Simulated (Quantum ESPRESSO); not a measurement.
The N K edge of atom 5 in TiIN (Pmmn), with 4 Ti at 2.01 Å (4-fold, site symmetry mm2), was computed in 2 ways: excited-electron core hole (neutral cell) and no core hole. Program and functional: Quantum ESPRESSO XSpectra, LDA, Lorentzian half width 0.3 eV up to 4 eV, rising linearly to 2.5 eV at 25 eV; cells of 6 and 12 atoms (the run without a hole in the smaller).

Each run is counted from its own lowest empty level or Fermi level and scaled to a mean of 1 over its first 20 eV.

```tsv
E (eV)	run 1	run 2
-2.00	0.07	0.04
-1.25	0.13	0.05
-0.50	0.32	0.09
0.25	1.56	0.18
1.00	1.81	0.53
1.75	1.76	1.29
2.50	1.34	1.80
3.25	1.15	1.84
4.00	1.46	1.32
4.75	0.97	1.59
5.50	1.03	1.58
6.25	0.74	1.14
7.00	0.71	1.08
7.75	0.74	0.85
8.50	0.80	0.80
9.25	0.85	0.77
10.00	0.85	0.81
10.75	0.89	0.82
11.50	0.93	0.82
12.25	0.94	0.85
13.00	0.92	0.89
13.75	0.90	0.91
14.50	0.89	0.90
15.25	0.87	0.89
16.00	0.86	0.89
16.75	0.85	0.88
17.50	0.83	0.87
18.25	0.79	0.87
19.00	0.75	0.85
19.75	0.73	0.82
20.50	0.71	0.78
21.25	0.69	0.76
22.00	0.68	0.74
22.75	0.66	0.72
23.50	0.64	0.71
24.25	0.62	0.69
25.00	0.60	0.66
25.75	0.59	0.65
26.50	0.57	0.63
27.25	0.56	0.61
28.00	0.55	0.59
28.75	0.55	0.57
29.50	0.55	0.56
30.25	0.56	0.55
31.00	0.57	0.55
31.75	0.58	0.56
```

Question: Which run is which?

Run 1: excited-electron core hole (neutral cell) (area from −2 to 6 eV 8.8, main maxima 0.5 eV (2.00), 1.6 eV (1.90), 2.7 eV (1.40) and 4.0 eV (1.47)). Run 2: no core hole (area from −2 to 6 eV 7.9, main maxima 3.1 eV (2.00), 5.1 eV (1.63) and 13.8 eV (0.91)). With each curve scaled to its own mean, the area from −2 to 6 eV with the hole is 8.8 against 7.9, and the centre of weight from −1 to 20 eV moves by -0.7 eV (first and strongest maxima below 20 eV: 3.1 eV (2.00), 5.1 eV (1.63) and 13.8 eV (0.91) without the hole, 0.5 eV (2.00), 1.6 eV (1.90) and 4.0 eV (1.47) with it); the shape changes all the same, by 41 % r.m.s.

[Banner, clock and machine lines of the logs are left out without a mark of their own.]

[Logs are printed without paths, hosts, clocks, repeated set-up lines and the standing remarks that a program may print on its own settings, such as how far it seeks lower states.]

[Hosts, paths, dates, database ids (printed as entryN), source tags and the programs' standing remarks are cut or masked in the printed files.]

[Lists of maxima count a maximum above −3 eV only where it reaches 4 % of the highest in the window and stands out from its surroundings by 2 % of it (1.5 % where it reaches 55 %); shoulders and weaker maxima are passed over, and of the rest the first, up to two pre-edge ones and the few strongest are named.]
